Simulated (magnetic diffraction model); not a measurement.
# Magnetic neutron pattern of Mn6BiMo6

Space group P6/mmm (no. 191), a = 5.3020 Å, c = 8.6190 Å.

| site | atom | x | y | z |
| --- | --- | --- | --- | --- |
| 1a | Bi | 0 | 0 | 0 |
| 2c | Mo | 2/3 | 1/3 | 0 |
| 2d | Mo | 2/3 | 1/3 | 1/2 |
| 2e | Mo | 0 | 0 | 0.3306 |
| 6i | Mn | 0 | 1/2 | 0.2458 |

The compound is invented for this exercise: a known structure type with other elements, its cell scaled to their sizes and not relaxed.

Only Mn is taken to order (form factors of Mn2+); orders and moment sizes are assumed, and not adapted to the symmetry. Radiation: neutrons of λ = 2.567 Å, 3° to 80°; isotropic B of 0.2 Å² (Bi), 0.27 Å² (Mo) and 0.35 Å² (Mn). The intensities are simulated: I ∝ L Σ (|F_N|² + |F_M⊥|²) for unpolarised neutrons, with F_M = 2.695 fm/μB × Σ f(s) S exp(2πi Q·r) exp(−B s²) at Q = H ± k (one set where k and −k are equivalent), only the part normal to Q counting and L = 1/(sin²θ cos θ). For collinear order S is the moment m, which repeats by lattice and centring translations R with the sign exp(−2πi k·R). Form factors are spin-only for 3d ions and dipole or tabulated for f ions, scattering lengths are Sears's of 1992, and absorption is left out. A label names one of the reflections at its angle. The strongest nuclear line in the range is 100, and lines under 0.2 are left out.

Assume the order k = (1/2 0 1/2), collinear moments along [100], 2.35 μB on Mn; signs + at (0, 1/2, 0.2458), − at (1/2, 1/2, 0.2458), + at (1/2, 0, 0.2458), − at (0, 1/2, 0.7542), + at (1/2, 1/2, 0.7542), − at (1/2, 0, 0.7542).

Predict the pattern, nuclear and magnetic parts apart.

```tsv
2θ (°)	index	nuclear	magnetic
17.13	(0 0 1)	0.2	0.0
18.22	(1/2 0 1/2)	0.0	5.6
29.34	(1/2 -1 1/2)	0.0	18.1
30.55	(1/2 0 3/2)	0.0	3.0
32.46	(1 0 0)	22.4	0.0
34.66	(0 0 2)	66.1	0.0
36.93	(1 0 1)	0.7	0.0
38.46	(1/2 -1 3/2)	0.0	9.5
44.32	(1/2 1 1/2)	0.0	8.3
46.86	(1/2 0 5/2)	0.0	1.5
48.22	(1 0 2)	32.3	0.0
50.41	(3/2 0 1/2)	0.0	0.3
51.19	(1/2 1 3/2)	0.0	6.3
52.73	(1/2 -1 5/2)	0.0	5.4
53.07	(0 0 3)	6.8	0.0
56.73	(3/2 0 3/2)	0.0	0.3
57.91	(1 1 0)	100.0	0.0
60.87	(1 1 1)	0.3	0.0
61.25	(3/2 -2 1/2)	0.0	1.0
63.30	(1/2 1 5/2)	0.0	5.1
63.60	(1 0 3)	25.0	0.0
65.31	(1/2 0 7/2)	0.0	0.4
66.90	(3/2 -2 3/2)	0.0	0.7
67.98	(2 0 0)	4.7	0.0
68.21	(3/2 0 5/2)	0.0	0.3
69.28	(1 1 2)	21.1	0.0
70.15	(1/2 -1 7/2)	0.0	1.8
73.12	(0 0 4)	0.4	0.0
75.72	(3/2 1 1/2)	0.0	1.2
77.59	(3/2 -2 5/2)	0.0	0.6
78.61	(2 0 2)	4.3	0.0
79.44	(1/2 1 7/2)	0.0	2.0
```

The strongest magnetic line in the range is (1/2 -1 1/2) at 29.34° (18.1). On top of the Lorentz factor, which all lines share, magnetic lines fade with angle because f falls: for Mn2+ it is 0.90, 0.66, 0.41 and 0.12 at sin θ/λ = 0.1, 0.2, 0.3 and 0.5 Å⁻¹, while nuclear lengths stay constant. The order has no net moment.

[Logs are printed without paths, hosts, clocks, repeated set-up lines and the standing remarks that a program may print on its own settings, such as how far it seeks lower states.]
